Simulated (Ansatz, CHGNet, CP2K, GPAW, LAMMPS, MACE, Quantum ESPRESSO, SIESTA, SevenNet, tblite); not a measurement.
# Forces in glassy 71SiO2-12Al2O3-17CaO (mol %) (74 atoms), program by program

Aim: forces, pressure and gap of glassy 71SiO2-12Al2O3-17CaO (mol %) (74 atoms) at one geometry, from other programs and methods, against plane-wave PBE.

Results are calculated, not measured.

### 1. The cell

The cell holds 74 atoms (17 Si, 6 Al, 4 Ca and 47 O), with edges of 9.90, 9.90 and 9.90 Å. Recipe: 74 atoms (17 Si, 6 Al, 4 Ca, 47 O) placed at random at 2.49 g/cm³, melted at 4000 K for 10 ps at fixed volume with the Morse and Coulomb pair potential with partial charges (Pedone, Malavasi, Menziani, Cormack and Segre, J. Phys. Chem. B 110, 11780 (2006)). Quenched from 4000 K to 300 K at 500 K/ps and fixed volume, held 10 ps at zero pressure. The density is 2.66 g/cm³.

### 2. The reference input

Quantum ESPRESSO 7.5: Kohn-Sham DFT, PBE, SSSP efficiency 1.3.0 pseudopotentials, plane waves. Its input, pw.in:

```
&control
  calculation = 'scf'
  pseudo_dir = './pseudo'
  outdir = './tmp'
  disk_io = 'none'
  tprnfor = .true.
  tstress = .true.
/
&system
  ibrav = 0
  nat = 74
  ntyp = 4
  ecutwfc = 60
  ecutrho = 480
  nosym = .true.
  occupations = 'smearing'
  smearing = 'fd'
  degauss = 0.003675
/
&electrons
  conv_thr = 3.7e-07
  electron_maxstep = 100
  mixing_beta = 0.4
  mixing_mode = 'plain'
  diagonalization = 'david'
/
ATOMIC_SPECIES
Si 28.085 Si.upf
Al 26.982 Al.upf
Ca 40.078 Ca.upf
O 15.999 O.upf
CELL_PARAMETERS angstrom
9.89690 0.00000 0.00000
0.00000 9.89690 0.00000
0.00000 0.00000 9.89690
ATOMIC_POSITIONS crystal
Si 0.74810 0.41376 0.75168
Si 0.01229 0.07570 0.29975
Si 0.18917 0.23880 0.48620
Si 0.95988 0.17566 0.02179
[... 68 atom lines left out ...]
O 0.27540 0.11877 0.53972
O 0.97028 0.76804 0.52747
K_POINTS gamma
```

```console
$ OMP_NUM_THREADS=1 mpirun -np 2 pw.x -in pw.in > output.txt
```

The job ended after 3.8 min (2 MPI ranks of Arm Neoverse V2, shared host; peak memory 2.8 GiB; 7.7 min of CPU time).

It converged with an r.m.s. force component of 1.4 eV/Å and a pressure of 6.9 GPa.

Its highest filled and lowest empty levels lie 2.91 eV apart on its k-points.

### 3. The other programs

- CHGNet: machine-learned potential, published weights.
- CP2K 2026.2: Gaussian basis with GTH pseudopotentials and a plane-wave density; labels give functional, basis (MOLOPT sets; SR short-range, UZH the newer set with its own potentials), grid cutoff/relative cutoff and solver (OT: orbital transformation; TRS4, TC2, SIGN: linear-scaling purification with its sparsity filter), or its built-in tight binding.
- GPAW 26.7.0: PAW with atomic orbitals (LCAO), plane waves or a real-space grid of spacing h.
- MACE: machine-learned potential, published weights.
- SIESTA 5.4.2: numerical atomic orbitals, whose automatically made sets are far from complete, with PseudoDojo norm-conserving potentials that we converted to its format (checked against plane waves on the same files for H, C, O, Si, Ge and Ca alone); labels give functional, basis size, energy shift and mesh cutoff.
- SevenNet: machine-learned potential, published weights.
- tblite 0.8.0: extended tight binding, driven from Python.

All use the same cell and atoms, and the electronic-structure runs the same k-mesh.

### 4. All runs compared

Differences are against the reference: forces as r.m.s. over components, share as that over the reference's r.m.s. force, slope as the fitted ratio of a run's forces to the reference's.

```tsv
run	Δ force, r.m.s. (meV/Å)	share (%)	slope	Δ pressure (GPa)	Δ gap (eV)	cores	CPU time	memory (GiB)
reference	-	-	-	-	-	2	7.7 min	2.8
CHGNet r2SCAN potential	314	22.0	0.831	-4.97	-	1	3.6 s	1.1
CP2K GFN1-xTB, OT DIIS	1067	74.8	1.059	-42.5	-	1	6.1 s	0.46
CP2K PBE, DZVP-MOLOPT-SR, 210/50 Ry, OT CG (coarse)	170	11.9	0.963	0.109	-0.0299	2	6 min	0.6
CP2K PBE, DZVP-MOLOPT-SR, 300/50 Ry, OT CG (coarse)	156	11.0	0.973	-0.139	-0.0164	2	5.4 min	0.74
CP2K PBE, DZVP-MOLOPT-SR, 600/50 Ry, OT CG	125	8.74	0.966	-0.262	-0.012	4	8.8 min	2.6
CP2K PBE, DZVP-MOLOPT-SR, 600/50 Ry, TC2 filter 1e-05, SCF 1e-06	135	9.50	0.969	-0.230	-	4	2.6 min	2.5
CP2K PBE, DZVP-MOLOPT-SR, 600/50 Ry, TC2 filter 1e-06, SCF 1e-06	135	9.50	0.969	-0.230	-	4	2.6 min	2.5
CP2K PBE, DZVP-MOLOPT-SR, 600/50 Ry, TC2 filter 1e-07, SCF 1e-07	127	8.89	0.967	-0.253	-	4	3.4 min	2.5
CP2K PBE, SZV-MOLOPT-SR, 600/50 Ry, OT CG (coarse)	975	68.5	1.298	21.3	-1.57	2	5.3 min	1.3
GPAW PBE, LCAO dzp, h 0.18 Å	308	21.6	1.124	-	-0.0673	1	2.6 min	1.5
GPAW PBE, LCAO sz(dzp), h 0.18 Å (coarse)	1080	75.8	1.279	-	-0.497	1	49 s	1.1
GPAW revPBE, LCAO dzp, h 0.18 Å	345	24.2	1.141	-	0.0853	1	2.6 min	1.5
MACE MP-0b3 medium potential	92.6	6.50	0.974	-0.437	-	1	7.2 s	1
SIESTA LDA, DZP, shift 0.01 Ry, mesh 500 Ry	232	16.3	0.948	-5.56	-0.578	2	4.7 min	2.2
SIESTA PBE, DZ, shift 0.01 Ry, mesh 500 Ry (coarse)	847	59.4	1.261	14.0	-0.642	1	2 min	1.1
SIESTA PBE, DZP, shift 0.01 Ry, mesh 200 Ry	254	17.9	1.033	2.88	-0.468	1	87 s	0.68
SIESTA PBE, DZP, shift 0.01 Ry, mesh 500 Ry	254	17.8	1.033	2.91	-0.468	2	5.2 min	2.2
SIESTA PBE, SZ, shift 0.01 Ry, mesh 500 Ry (coarse)	1030	72.3	1.329	17.7	-1.45	1	89 s	0.93
SevenNet 0 potential	99.7	7.00	0.969	-0.486	-	1	7.2 s	0.9
tblite GFN2-xTB	486	34.1	0.842	-8.03	-	1	7.6 s	0.12
tblite IPEA1-xTB	534	37.5	0.796	-3.43	-	1	4.7 s	0.12
```

Rows marked coarse were listed beforehand as settings not expected to be converged; some can still land near the reference.

Times of the machine-learned potentials are mostly Python's start and the loading of weights.

Left out of this page: QE PBE, sssp-1.3.0-efficiency, 60/480 Ry (killed or ended with an error).

Runs without a result: CP2K HSE06 with ADMM, PBE0 potentials, DZVP-UZH, 600/50 Ry, OT DIIS (cut off at its time limit).

CPU time is summed over cores on shared hosts, so it is rough.

### 5. Findings

Forces lie from 6.5 % (MACE MP-0b3 medium potential) to 76 % (GPAW PBE, LCAO sz(dzp), h 0.18 Å, coarse) of the reference's r.m.s. force of 1.4 eV/Å away from it. The PBE runs in local orbitals, coarse settings apart, differ by 8.7 % (CP2K PBE, DZVP-MOLOPT-SR, 600/50 Ry, OT CG) to 22 % (GPAW PBE, LCAO dzp, h 0.18 Å); basis, grid and potentials can all enter. Tight binding differs by 34 % (tblite GFN2-xTB) to 75 % (CP2K GFN1-xTB, OT DIIS); it is another model, with fitted parameters of its own, and the xTB methods hold dispersion. Machine-learned potentials differ by 6.5 % (MACE MP-0b3 medium potential) to 22 % (CHGNet r2SCAN potential); they were trained on other programs' data, some at another functional.

Rows with another functional or a dispersion term differ by 16 % (SIESTA LDA, DZP, shift 0.01 Ry, mesh 500 Ry) to 24 % (GPAW revPBE, LCAO dzp, h 0.18 Å), which mixes the change of model with differences of basis and potentials. IPEA1-xTB was fitted to ionisation energies and electron affinities, not to forces or charges. Runs with settings chosen to be coarse differ by 11 % (CP2K PBE, DZVP-MOLOPT-SR, 300/50 Ry, OT CG) to 76 % (GPAW PBE, LCAO sz(dzp), h 0.18 Å), their programs' other errors included. GPAW PBE, LCAO dzp, h 0.18 Å stiffens the forces by a factor of 1.12 while following their directions (correlation 0.988). From CP2K PBE, DZVP-MOLOPT-SR, 210/50 Ry, OT CG to the finer CP2K PBE, DZVP-MOLOPT-SR, 600/50 Ry, TC2 filter 1e-07, SCF 1e-07 the share falls from 12 to 8.9 %. From SIESTA PBE, DZP, shift 0.01 Ry, mesh 200 Ry to the finer SIESTA PBE, DZP, shift 0.01 Ry, mesh 500 Ry the share goes from 17.9 to 17.8 %, so the grid isn't what parts these runs from the reference. Pressures at PBE, coarse settings apart, lie -0.26 to +2.91 GPa from the reference's. Gaps at PBE, coarse settings apart, lie -0.47 to -0.01 eV from the reference's. A pressure off by over 25 GPa (CP2K GFN1-xTB, OT DIIS) is no usable stress for this cell.

**Limits.** Periodic xTB results under one method name differ between programs and library versions. The reference's pressure holds the uncorrected Pulay stress of its 60 Ry basis, so small pressure differences may be the reference's own error. Machine-learned potentials mimic data converged in k, so the reference's own k-point error enters their differences. The quench rate of 500 K/ps is many orders above laboratory rates, so the cell is likely richer in defects and strain than a real sample. The network of bonds at the start is that of the classical potential that made the cell, and needn't be the one that DFT or experiment would give. The electronic-structure runs sample only Γ, in a cell whose shortest periodic width is 10 Å. Where levels are smeared, the DFT runs use Fermi–Dirac occupations at 580 K (0.05 eV), and energies are free energies. The reference's cutoffs and mesh weren't converged further here.

[Logs are printed without paths, hosts, clocks, repeated set-up lines and the standing remarks that a program may print on its own settings, such as how far it seeks lower states.]

[Hosts, paths, dates, database ids (printed as entryN), source tags and the programs' standing remarks are cut or masked in the printed files.]

[Cells were taken only where this reference lay near another plane-wave run.]
